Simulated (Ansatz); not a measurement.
# Lattice dynamics of LuCd (Pm-3m)

Wanted: phonon frequencies of LuCd (Pm-3m) and what follows from them.

Program: Ansatz 0.2.0. Level of theory: DFT PBEsol, scalar-relativistic, plane waves, PAW; PAW set soft_1. Results are calculated unless marked as measured.

**1. The structure**

It takes space group Pm-3m (No. 221, cubic). The conventional cell has a = 3.641 Å, b = 3.641 Å, c = 3.641 Å, α = 90.00°, β = 90.00°, γ = 90.00°. Lu has 8 Cd at 3.15 Å nearest. Nearest to Cd lie 8 Lu at 3.15 Å. Farther neighbours are not listed.

**2. Bringing the structure to rest**

The cell and atoms are relaxed, since residual forces and stress would shift the frequencies.

The input, input.yaml:

```yaml
crystal:
  lattice:
    - [3.64099005, 0.0, 0.0]
    - [0.0, 3.64099005, 0.0]
    - [0.0, 0.0, 3.64099005]
  atoms:
    - { symbol: Lu, position: [0.5, 0.5, 0.5] }
    - { symbol: Cd, position: [0.0, 0.0, 0.0] }
kpoints:
  mp_grid: { grid: [12, 12, 12] }
hamiltonian:
  xc: pbesol
  pseudopotentials: { kind: paw, azcp: { folder: soft_1 }, xc_functional: pbe }
scf:
  occupations: { method: gaussian, width: 0.1 }
output:
  forces: true
  stress: true
  eigenvalues: true
relax:
  adjacent_minimum: "off"
  f_tol: 0.005
  max_steps: 80
  cell: { stress_tol: 0.05 }
```

The run is started by

```console
$ ansatz run input.yaml --threads 4 --pin off --max-ram 10240MiB --backend cpu --events-out ev --progress --plain --runs-dir out
```

Numbers of over 12 decimals in the logs are rounded to 6 here.

What it wrote:

```text
Engine: ansatz 0.2.0, aarch64-unknown-linux-gnu
Pseudopotentials: kind: paw
Pseudopotential: Lu, paw, valence charge 25, recommended cutoff 420 eV (normal), soft_1/Lu.paw.azcp
Pseudopotential: Cd, paw, valence charge 20, recommended cutoff 420 eV (normal), soft_1/Cd.paw.azcp
Functional definition: PBEsol
  exchange = pbesol_x
  correlation = pbesol_c
Crystal: 2 atoms, lattice volume = 48.268 Å³
Basis set: ecut = 420 eV, 949 PW (Γ), exchange–correlation on 50×50×50 points (8 copies of the dense FFT grid, shifted against one another)
Bands: 27, of which v1, the nominal top of the filled ones, is band 23 counted from 1 (22 counted from 0)
Symmetry: 48 space group operations
Space group: Pm-3m (ITA 221), of the structure as read, at distance tolerance 3.6e-5 Å
k-points: 84 of 1728
Non-local potential: Lu, projectors of the file, l = 0: 3, l = 1: 2, l = 2: 2, l = 3: 3
Non-local potential: Cd, projectors of the file, l = 0: 3, l = 1: 2, l = 2: 2, l = 3: 1
PAW form: soft (Blöchl's): semilocal exchange-correlation on the pseudo side does not see the compensation charge
PAW frozen core: Lu, regenerated for the run's functional, and the local potential with it (the file was generated under x = pbe(κ = 0.804, μ = 0.219515), c = pbe(β = 0.066725))
PAW frozen core: Cd, regenerated for the run's functional, and the local potential with it (the file was generated under x = pbe(κ = 0.804, μ = 0.219515), c = pbe(β = 0.066725))
PAW one-centre angular grid: Lu, 590 points (default); XC on 64 Gauss nodes
PAW one-centre angular grid: Cd, 590 points (default); XC on 64 Gauss nodes
Initial density: superposition of atomic densities (chi_scale 0.1, normalization cell, long waves kept (reshape's long-wave potential 0.00 eV rms))
Initial wavefunctions: pseudopotential atomic-orbital guess
Functional: x = pbesol(κ = 0.804, μ = 0.123457), c = pbesol(β = 0.046)
SCF iter   1: F=—  HF=-22798.054242 eV  |F-HF|=—  |Δ(HF+E_count)|=         —  Δρ=8.22e-2  dr2=4.26e0  ethr=3.10e-3  ⟨swp⟩=5.2  Hψ=11210  notcnv=0
preconditioner: auto → Kerker (q_TF=auto, 2.697 Å⁻¹)  [metal: Δε(μ)=0.006 eV  Ē_g=12.153 eV  σ=0.100 eV  W_gap=0.03  n_scr=18 (ndim 8)  ℏωp=31.6 eV  f_vac=0.000  D(μ)=3.10/eV (n_scr^D=26)]
SCF iter   2: F=—  HF=-22797.046128 eV  |F-HF|=—  |Δ(HF+E_count)|=    1.01e0  Δρ=2.50e-2  dr2=5.06e-1  ethr=3.10e-3  ⟨swp⟩=3.2  Hψ=5496  notcnv=0  defer=1
SCF iter   3: F=—  HF=-22796.899809 eV  |F-HF|=—  |Δ(HF+E_count)|=   1.46e-1  Δρ=1.60e-2  dr2=1.68e-1  ethr=1.12e-3  ⟨swp⟩=3.0  Hψ=4998  notcnv=0  defer=1
SCF iter   4: F=—  HF=-22796.844424 eV  |F-HF|=—  |Δ(HF+E_count)|=   5.54e-2  Δρ=7.60e-3  dr2=3.20e-2  ethr=3.74e-4  ⟨swp⟩=3.2  Hψ=5005  notcnv=0  defer=1
SCF iter   5: F=—  HF=-22796.834819 eV  |F-HF|=—  |Δ(HF+E_count)|=   9.61e-3  Δρ=3.12e-3  dr2=3.12e-3  ethr=7.12e-5  ⟨swp⟩=2.7  Hψ=5342  notcnv=0  defer=1
SCF iter   6: F=—  HF=-22796.835104 eV  |F-HF|=—  |Δ(HF+E_count)|=   2.85e-4  Δρ=5.97e-4  dr2=1.80e-4  ethr=6.94e-6  ⟨swp⟩=2.3  Hψ=4154  notcnv=0  defer=1
SCF iter   7: F=—  HF=-22796.835077 eV  |F-HF|=—  |Δ(HF+E_count)|=   2.62e-5  Δρ=2.08e-4  dr2=1.36e-5  ethr=3.99e-7  ⟨swp⟩=3.1  Hψ=4783  notcnv=0  defer=1
SCF iter   8: F=—  HF=-22796.835150 eV  |F-HF|=—  |Δ(HF+E_count)|=   7.29e-5  Δρ=6.22e-5  dr2=1.35e-6  ethr=3.02e-8  ⟨swp⟩=2.5  Hψ=4311  notcnv=0  defer=1
SCF iter   9: F=—  HF=-22796.835150 eV  |F-HF|=—  |Δ(HF+E_count)|=   2.93e-7  Δρ=1.13e-5  dr2=4.17e-8  ethr=2.22e-10  ⟨swp⟩=8.3  Hψ=18174  notcnv=0
SCF iter  10: F=-22796.835150 eV  HF=-22796.835150 eV  |F-HF|=1.41e-9  |Δ(HF+E_count)|=   4.23e-9  Δρ=2.95e-6  dr2=3.31e-9  ethr=9.27e-11  ⟨swp⟩=5.5  Hψ=9982  notcnv=0
SCF 1 converged in 10 iterations: F = -22796.835150 eV  dr2 = 3.31e-9
  greatest PAW one-centre occupation: 1.000 electrons in one spin orbital (limit 2), on the Cd atom at site 1 (counted from 0), in its partial waves of l = 0
relax step   1: F+E_penalty+E_count = -22796.83515009 eV  Δ(F+E_penalty+E_count) = +0.000e0 eV  max|allowed force component| = 5.314e-28 eV/Å  Δτ_max = 0.0000 Å  P = -1.788 GPa  Ω = 48.268 Å³  (10 SCF iters, dr2 threshold 1.00e-7 eV, accepted)
Crystal: 2 atoms, lattice volume = 46.334 Å³
Basis set: ecut = 420 eV, 925 PW (Γ), exchange–correlation on 50×50×50 points (8 copies of the dense FFT grid, shifted against one another)
Initial density: handed on by an earlier stage of this run
Initial wavefunctions: those handed on with the density
iter 1 solved again at ethr=2.57e-5 eV; its pass at ethr=3.10e-3 eV (dr2=1.16e-2 eV) is discarded
SCF iter   1: F=—  HF=-22796.845164 eV  |F-HF|=—  |Δ(HF+E_count)|=         —  Δρ=3.94e-3  dr2=1.18e-2  ethr=2.57e-5  ⟨swp⟩=2.2  Hψ=15689  notcnv=0
preconditioner: auto → Kerker (q_TF=auto, 2.715 Å⁻¹)  [metal: Δε(μ)=0.013 eV  Ē_g=12.439 eV  σ=0.100 eV  W_gap=0.07  n_scr=18 (ndim 8)  ℏωp=32.3 eV  f_vac=0.000  D(μ)=1.73/eV (n_scr^D=18)]
SCF iter   2: F=—  HF=-22796.842150 eV  |F-HF|=—  |Δ(HF+E_count)|=   3.01e-3  Δρ=1.74e-3  dr2=3.15e-3  ethr=2.57e-5  ⟨swp⟩=2.0  Hψ=2990  notcnv=0
SCF iter   3: F=—  HF=-22796.841163 eV  |F-HF|=—  |Δ(HF+E_count)|=   9.87e-4  Δρ=5.95e-4  dr2=3.09e-4  ethr=7.01e-6  ⟨swp⟩=2.0  Hψ=3317  notcnv=0
SCF iter   4: F=—  HF=-22796.841076 eV  |F-HF|=—  |Δ(HF+E_count)|=   8.65e-5  Δρ=1.59e-4  dr2=8.82e-6  ethr=6.87e-7  ⟨swp⟩=2.3  Hψ=4276  notcnv=0
SCF iter   5: F=—  HF=-22796.841143 eV  |F-HF|=—  |Δ(HF+E_count)|=   6.68e-5  Δρ=1.59e-4  dr2=7.58e-6  ethr=1.96e-8  ⟨swp⟩=3.0  Hψ=5494  notcnv=0
SCF iter   6: F=—  HF=-22796.841134 eV  |F-HF|=—  |Δ(HF+E_count)|=   9.44e-6  Δρ=3.55e-5  dr2=2.80e-7  ethr=1.68e-8  ⟨swp⟩=3.0  Hψ=4530  notcnv=0
SCF iter   7: F=-22796.841133 eV  HF=-22796.841133 eV  |F-HF|=8.48e-9  |Δ(HF+E_count)|=   5.55e-7  Δρ=1.13e-5  dr2=4.82e-8  ethr=4.44e-10  ⟨swp⟩=8.9  Hψ=14116  notcnv=0
SCF 2 converged in 7 iterations: F = -22796.841133 eV  dr2 = 4.82e-8
relax step   2: F+E_penalty+E_count = -22796.84113325 eV  Δ(F+E_penalty+E_count) = -5.983e-3 eV  max|allowed force component| = 1.341e-29 eV/Å  Δτ_max = 0.0000 Å  P = +0.989 GPa  Ω = 46.334 Å³  energy of the carried Pulay correction = +5.305e-4 eV  (7 SCF iters, dr2 threshold 2.00e-7 eV, accepted)
Crystal: 2 atoms, lattice volume = 47.005 Å³
iter 1 solved again at ethr=3.45e-6 eV; its pass at ethr=3.10e-3 eV (dr2=1.55e-3 eV) is discarded
SCF iter   1: F=—  HF=-22796.843362 eV  |F-HF|=—  |Δ(HF+E_count)|=         —  Δρ=1.41e-3  dr2=1.52e-3  ethr=3.45e-6  ⟨swp⟩=3.2  Hψ=15065  notcnv=0
preconditioner: auto → Kerker (q_TF=auto, 2.709 Å⁻¹)  [metal: Δε(μ)=0.003 eV  Ē_g=12.451 eV  σ=0.100 eV  W_gap=0.02  n_scr=18 (ndim 8)  ℏωp=32.0 eV  f_vac=0.000  D(μ)=1.63/eV (n_scr^D=18)]
SCF iter   2: F=—  HF=-22796.842983 eV  |F-HF|=—  |Δ(HF+E_count)|=   3.79e-4  Δρ=6.16e-4  dr2=3.96e-4  ethr=3.39e-6  ⟨swp⟩=2.0  Hψ=3060  notcnv=0
SCF iter   3: F=—  HF=-22796.842851 eV  |F-HF|=—  |Δ(HF+E_count)|=   1.32e-4  Δρ=2.20e-4  dr2=4.86e-5  ethr=8.81e-7  ⟨swp⟩=2.0  Hψ=3547  notcnv=0
SCF iter   4: F=—  HF=-22796.842895 eV  |F-HF|=—  |Δ(HF+E_count)|=   4.36e-5  Δρ=1.13e-4  dr2=3.43e-6  ethr=1.08e-7  ⟨swp⟩=2.4  Hψ=4400  notcnv=0
SCF iter   5: F=—  HF=-22796.842894 eV  |F-HF|=—  |Δ(HF+E_count)|=   1.17e-6  Δρ=3.49e-5  dr2=5.68e-7  ethr=7.62e-9  ⟨swp⟩=3.0  Hψ=4986  notcnv=0
SCF iter   6: F=—  HF=-22796.842893 eV  |F-HF|=—  |Δ(HF+E_count)|=   8.33e-7  Δρ=1.26e-5  dr2=8.90e-8  ethr=4.44e-10  ⟨swp⟩=9.0  Hψ=14703  notcnv=0
SCF iter   7: F=-22796.842893 eV  HF=-22796.842893 eV  |F-HF|=1.68e-8  |Δ(HF+E_count)|=   1.12e-7  Δρ=5.06e-6  dr2=1.18e-8  ethr=1.98e-10  ⟨swp⟩=5.9  Hψ=10106  notcnv=0
SCF 3 converged in 7 iterations: F = -22796.842893 eV  dr2 = 1.18e-8
relax step   3: F+E_penalty+E_count = -22796.84289289 eV  Δ(F+E_penalty+E_count) = -1.760e-3 eV  max|allowed force component| = 1.459e-29 eV/Å  Δτ_max = 0.0000 Å  P = -0.046 GPa  Ω = 47.005 Å³  energy of the carried Pulay correction = +3.440e-4 eV  (7 SCF iters, dr2 threshold 2.00e-7 eV, accepted)
Initial wavefunctions: pseudopotential atomic-orbital guess (no wavefunctions were taken with the density)
iter 1 solved again at ethr=3.80e-9 eV; its pass at ethr=3.10e-3 eV (dr2=1.71e-6 eV) is discarded
SCF iter   1: F=—  HF=-22796.842512 eV  |F-HF|=—  |Δ(HF+E_count)|=         —  Δρ=3.49e-5  dr2=1.17e-7  ethr=3.80e-9  ⟨swp⟩=6.1  Hψ=23873  notcnv=0
preconditioner: auto → Kerker (q_TF=auto, 2.709 Å⁻¹)  [metal: Δε(μ)=0.007 eV  Ē_g=12.440 eV  σ=0.100 eV  W_gap=0.04  n_scr=18 (ndim 8)  ℏωp=32.0 eV  f_vac=0.000  D(μ)=1.65/eV (n_scr^D=18)]
SCF iter   2: F=—  HF=-22796.842567 eV  |F-HF|=—  |Δ(HF+E_count)|=   5.46e-5  Δρ=2.25e-5  dr2=9.79e-8  ethr=2.61e-10  ⟨swp⟩=3.0  Hψ=5304  notcnv=0
SCF iter   3: F=—  HF=-22796.842567 eV  |F-HF|=—  |Δ(HF+E_count)|=   4.63e-9  Δρ=1.03e-5  dr2=1.34e-8  ethr=2.18e-10  ⟨swp⟩=2.9  Hψ=4324  notcnv=0
SCF iter   4: F=—  HF=-22796.842567 eV  |F-HF|=—  |Δ(HF+E_count)|=   3.61e-9  Δρ=2.57e-6  dr2=2.28e-9  ethr=2.99e-11  ⟨swp⟩=2.8  Hψ=4397  notcnv=0
SCF iter   5: F=—  HF=-22796.842567 eV  |F-HF|=—  |Δ(HF+E_count)|=  1.46e-11  Δρ=6.68e-7  dr2=2.18e-10  ethr=5.07e-12  ⟨swp⟩=2.7  Hψ=4204  notcnv=0
SCF iter   6: F=—  HF=-22796.842567 eV  |F-HF|=—  |Δ(HF+E_count)|=  3.86e-10  Δρ=3.60e-7  dr2=1.65e-11  ethr=1.00e-12  ⟨swp⟩=8.7  Hψ=19719  notcnv=0
SCF iter   7: F=-22796.842567 eV  HF=-22796.842567 eV  |F-HF|=3.64e-12  |Δ(HF+E_count)|=  7.28e-12  Δρ=5.14e-8  dr2=1.57e-12  ethr=1.00e-12  ⟨swp⟩=7.2  Hψ=13140  notcnv=0
SCF 4 converged in 7 iterations: F = -22796.842567 eV  dr2 = 1.57e-12
relax step   4: F+E_penalty+E_count = -22796.84256663 eV  Δ(F+E_penalty+E_count) = +3.263e-4 eV  max|allowed force component| = 1.272e-29 eV/Å  Δτ_max = 0.0000 Å  P = -0.050 GPa  Ω = 47.005 Å³  stress off target by 5.00e-2 GPa  SCF on the basis re-selected at this cell (its energy is not comparable with the rows above)  (7 SCF iters)
basis re-selected at this cell: Δ(F+E_penalty+E_count) = +3.263e-4 eV, ΔP = -0.004 GPa vs the last step (what re-selecting the basis moved, of the pressure what is left beyond the Pulay correction that the steps carried, after the strain that the cell walked since its last selection, with what the two solves' SCF thresholds leave and, on support functions, any second-order correction that the steps lacked; it is no m [...]
SCF converged after 7 iterations
Free energy (F): -22796.842567 eV
Harris-Foulkes:  -22796.842567 eV  (|F-HF|=3.64e-12)
Internal energy: -22796.834337 eV  (E = F + TS)
E sigma→0 (E₀):  -22796.838452 eV
Entropy (-TS):   -0.008229 eV (-4.115 meV/atom)
Fermi energy:    15.301448 eV
--- Per-component energies (eV) ---
  E_band       = -350.394979
  E_kinetic    = 859.112356
  E_local      = -9452.166924  (includes V_loc(G=0)·N_el)
  E_nonlocal   = 804.874216
  E_hartree    = 4081.071788
  E_xc         = -363.286575
  E_vxc        = -449.747266  (∫ρ·V_xc dr)
  E_paw        = -11326.227052  (= ΣΔE_a)
  E_vpaw       = -274.611219  (= ΣTr[D̂ρ^β])
  E_aug_tail   = 0.000327  (compensation charges beyond the density's cutoff)
  E_ewald      = -7401.746318
  E_core_change = 1.533845  (= ΣΔE_core)
  E_smearing   = -0.008229  (= −TS)
  E_closure    = -0.000000  (closes the sum)
  Σ components = -22796.842567   (vs F -22796.842567, Δ=0.00e0)
--- Forces (eV/Å), atoms counted from 1 ---
  atom   1  Lu     0.00000000    -0.00000000     0.00000000
  atom   2  Cd     0.00000000     0.00000000    -0.00000000
  max |Σ_I F_I| component: 2.50e-29 eV/Å
--- Stress (GPa, compression-positive) ---
       -0.049980      -0.000000       0.000000
       -0.000000      -0.049980       0.000000
       -0.000000       0.000000      -0.049980
  P = ⅓ Tr σ = -0.0500 GPa (-0.500 kbar)
--- Band table (eV; the first three rows and the last of 84) ---
  k-point 0: bands = [... 19 lower, 9.9481, 9.9642, 15.5497, 15.5497, 19.7672, 19.7672, 19.7672, 19.9799]
  k-point 1: bands = [... 19 lower, 9.9499, 9.9652, 15.4893, 15.5558, 18.9986, 18.9986, 19.5875, 19.7600]
  k-point 2: bands = [... 19 lower, 9.9553, 9.9680, 15.1721, 15.5726, 18.2406, 18.2406, 19.0562, 19.7403]
  k-point 83: bands = [... 19 lower, 9.9695, 13.4563, 13.4563, 13.4563, 15.8175, 19.9754, 19.9754, 19.9754]
--- Relaxed structure (3 steps of the walk, 3 accepted, 1 SCFs on fresh bases) ---
  F+E_penalty+E_count = -22796.84256663 eV   max|allowed force component| = 1.272e-29 eV/Å   (the final SCF, on the basis selected at the relaxed cell)
  cell:  # Å, volume = 47.0049 Å³
    - [3.608951, 0, 0]
    - [0, 3.608951, 0.0]
    - [0.0, 0.0, 3.608951]
  atoms:
    - { symbol: Lu, position: [0.5, 0.5, 0.5] }
    - { symbol: Cd, position: [0, 0, 0] }
```

Elapsed: 8.5 s, on 4 threads of Arm Neoverse V2, shared host; peak memory 0.41 GiB.

Relaxation path:

| step | energy less that of the first step (eV) | largest force component (eV/Å) | pressure (GPa) | volume (Å³) |
| --- | --- | --- | --- | --- |
| 1 | 0.0000 | 0.0000 | -1.79 | 48.27 |
| 2 | -0.0060 | 0.0000 | 0.99 | 46.33 |
| 3 | -0.0077 | 0.0000 | -0.05 | 47.00 |
| 4* | -0.0074 | 0.0000 | -0.05 | 47.00 |

Relaxation steps marked * repeat the geometry before them on a plane-wave basis chosen anew for their cell, so energy and pressure can jump there.

The run keeps the 48 symmetry operations that it works with, so distortions that break them were not tested.

```
conventional cell, symmetrised  before  after  change
                         a (Å)   3.641  3.609  -0.9 %
                         b (Å)   3.641  3.609  -0.9 %
                         c (Å)   3.641  3.609  -0.9 %
              volume (Å³/atom)   24.13  23.50  -2.6 %
```

The relaxed structure:

```
Lu Cd
1.0
     3.60895    0.00000    0.00000
     0.00000    3.60895    0.00000
     0.00000    0.00000    3.60895
Lu Cd
1 1
Direct
  0.50000 0.50000 0.50000
  0.00000 0.00000 0.00000
```

This step gave:

```
pressure          : -0.04998 GPa
volume per atom   : 23.50 Å³
gap on the k-mesh : 0 eV
```

In this step the volume went from 24.13 to 23.50 Å³/atom.

**3. Tight relaxation**

Phonons need a cell at rest on their own settings, so the relaxation is repeated with tight tolerances on forces and stress on the k mesh and occupations of the first response run.

input.yaml, the sections that differ from step 2:

```yaml
crystal:
  lattice:
    - [3.6089505865, 0.0, 0.0]
    - [0.0, 3.6089505865, 0.0]
    - [0.0, 0.0, 3.6089505865]
  atoms:
    - { symbol: Lu, position: [0.5, 0.5, 0.5] }
    - { symbol: Cd, position: [0.0, 0.0, 0.0] }
scf:
  occupations: { method: methfessel_paxton, width: 0.2 }
relax:
  adjacent_minimum: "off"
  f_tol: 0.001
  max_steps: 60
  cell: { stress_tol: 0.01 }
# kpoints, hamiltonian, output: as in step 2
```

What it wrote:

```text
[...]
Crystal: 2 atoms, lattice volume = 47.005 Å³
Basis set: ecut = 420 eV, 925 PW (Γ), exchange–correlation on 50×50×50 points (8 copies of the dense FFT grid, shifted against one another)
Bands: 27, of which v1, the nominal top of the filled ones, is band 23 counted from 1 (22 counted from 0)
Symmetry: 48 space group operations
[...]
k-points: 84 of 1728
[...]
k-point 83: bands = [... 19 lower, 9.9795, 13.4660, 13.4660, 13.4660, 15.8332, 19.9907, 19.9907, 19.9907]
--- Relaxed structure (3 steps of the walk, 3 accepted, 1 SCFs on fresh bases) ---
[...]
cell:  # Å, volume = 46.9738 Å³
    - [3.608156, 0, 0]
    - [0, 3.608156, 0.0]
    - [0, 0.0, 3.608156]
  atoms:
    - { symbol: Lu, position: [0.5, 0.5, 0.5] }
    - { symbol: Cd, position: [0, 0, 0] }
[key lines of the parts left out:]
SCF converged after 6 iterations
Free energy (F): -22796.838618 eV
Fermi energy:    15.320838 eV
P = ⅓ Tr σ = -0.0001 GPa (-0.001 kbar)
```

It took 7.8 s on 4 threads; peak memory 0.39 GiB; 29 s of CPU time.

Little changed from the start: no atom moved by 0.005 Å and no cell edge by 0.1 %.

This step gave:

```yaml
pressure: -9.37e-5 GPa
volume_per_atom: 23.49 Å³
```

The forces vanish by symmetry and the pressure is 0.000 GPa, within the tolerances set. The cell now holds 23.49 Å³/atom.

**4. Modes at Γ**

The zone centre comes first: it holds the modes that light can see, as far as symmetry allows. No field response is asked, since the mesh shows no gap.

input.yaml, the sections that differ from step 3:

```yaml
crystal:
  lattice:
    - [3.608155642, 0.0, 0.0]
    - [0.0, 3.608155642, 0.0]
    - [0.0, 0.0, 3.608155642]
  atoms:
    - { symbol: Lu, position: [0.5, 0.5, 0.5] }
    - { symbol: Cd, position: [0.0, 0.0, 0.0] }
output:
  eigenvalues: true
phonons:
  method: dfpt
# kpoints, hamiltonian, scf: as in step 3
# relax: removed
```

What it wrote:

```text
[...]
Crystal: 2 atoms, lattice volume = 46.974 Å³
Basis set: ecut = 420 eV, 925 PW (Γ), exchange–correlation on 50×50×50 points (8 copies of the dense FFT grid, shifted against one another)
Bands: 27, of which v1, the nominal top of the filled ones, is band 23 counted from 1 (22 counted from 0)
Symmetry: 48 space group operations
k-points: 196 of 1728 (irreducible under 8 space group operations, time reversal used)
[...]
SCF iter   1: F=—  HF=-22798.098163 eV  |F-HF|=—  |Δ(HF+E_count)|=         —  Δρ=8.50e-2  dr2=4.44e0  ethr=3.10e-3  ⟨swp⟩=5.2  Hψ=26094  notcnv=0
[...]
SCF iter  13: F=-22796.838618 eV  HF=-22796.838618 eV  |F-HF|=0.00e0  |Δ(HF+E_count)|=  3.64e-12  S|Δr|=    0.00e0  Δρ=5.79e-8  dr2=1.53e-12  ethr=1.00e-12  ⟨swp⟩=9.1  Hψ=39310  notcnv=0
SCF 1 converged in 13 iterations: F = -22796.838618 eV  dr2 = 1.53e-12
[...]
DFPT response loops at Γ: preconditioner auto → Kerker (q_TF=auto, 2.709 Å⁻¹) (partly filled bands, converged f_vac=0.000); β = 1.00, the filter's whole step (`scf.mixing.beta` (0.50) is not read by the response loops under this deck's `scf.mixing.preconditioner`; to damp them name `kerker` or `kerker_dos`, under which they read `scf.mixing.beta`, and type it under 1.00, their step now; both keys bind the ground state too); Broyden in place of MSR1
SCF converged after 13 iterations
[...]
Free energy (F): -22796.838618 eV
[...]
Internal energy: -22796.839035 eV  (E = F + TS)
E sigma→0 (E₀):  -22796.838722 eV
Entropy (-TS):   0.000417 eV (0.208 meV/atom)
Fermi energy:    15.320838 eV
[...]
--- Band table (eV; the first three rows and the last of 196) ---
  k-point 0: bands = [... 19 lower, 9.9579, 9.9744, 15.5599, 15.5599, 19.7795, 19.7795, 19.7795, 19.9950]
  k-point 1: bands = [... 19 lower, 9.9598, 9.9754, 15.4997, 15.5659, 19.0113, 19.0113, 19.6025, 19.7723]
  k-point 2: bands = [... 19 lower, 9.9652, 9.9782, 15.1831, 15.5826, 18.2528, 18.2528, 19.0705, 19.7525]
  k-point 195: bands = [... 19 lower, 9.9795, 13.4660, 13.4660, 13.4660, 15.8332, 19.9907, 19.9907, 19.9907]
--- Phonons (Γ-DFPT): 2 representative perturbations + reference, on 196 of 1728 k-points (Σ response iterations 6) ---
  k mesh reduced under 8 symmetry operations, with k and −k counted as one. Each operation leaves every solved perturbation unchanged. A smaller set is not used because it would not reduce the number of displacements times k-points to solve
  ASR residual: 7.656e-5 → 0.000e0 eV/Å²; symmetrization residual: 4.140e-6 eV/Å²
  ASR residual per site (eV/Å²): 7.66e-5 2.60e-5
  Γ frequencies (cm⁻¹): 0.00 0.00 0.00 117.26 117.26 117.26
  non-analytic LO–TO correction: not included (Born effective charges unavailable; polar crystals: no LO–TO splitting at Γ)
```

Elapsed: 20 s, on 4 threads; peak memory 0.94 GiB; 75 s of CPU time.

Reading the cycles: dr2 is the Hartree energy of the density residual (eV), the measure of convergence; HF is the Harris–Foulkes estimate of the energy, which meets the free energy F at convergence.

Numbers from this step:

| Quantity | Value |
| --- | --- |
| sum-rule residual before enforcement | 7.66e-5 eV/Å² |
| point group | m-3m |
| highest optical mode at the zone centre (no LO-TO term) | 117.3 cm⁻¹ |
| lowest optical zone-centre mode | 117.3 cm⁻¹ |

Patterns of degenerate modes are one choice out of their space. Modes at Γ, with each element's share of the kinetic energy:

```
mode  frequency (cm⁻¹)  symmetry  Lu %  Cd %
   1               0.0  acoustic    61    39
   2               0.0  acoustic    61    39
   3               0.0  acoustic    61    39
   4             117.3       T1u    39    61
   5             117.3       T1u    39    61
   6             117.3       T1u    39    61
```

Displacements in mode 6 (117.3 cm⁻¹), the largest set to 1:
```
Lu1  0.00  0.00 -0.64
Cd2  0.00  0.00  1.00
```

Before it was imposed, the acoustic sum rule was missed by 7.7e-5 eV/Å². Small misses are needed for a sound result but don't prove that mesh and cutoff are converged. The lowest optical mode is real, 117 cm⁻¹.

(Continued in part 2 of 2.)

[Logs are printed without paths, hosts, clocks, repeated set-up lines and the standing remarks that a program may print on its own settings, such as how far it seeks lower states.]

[Hosts, paths, dates, database ids (printed as entryN), source tags and the programs' standing remarks are cut or masked in the printed files.]
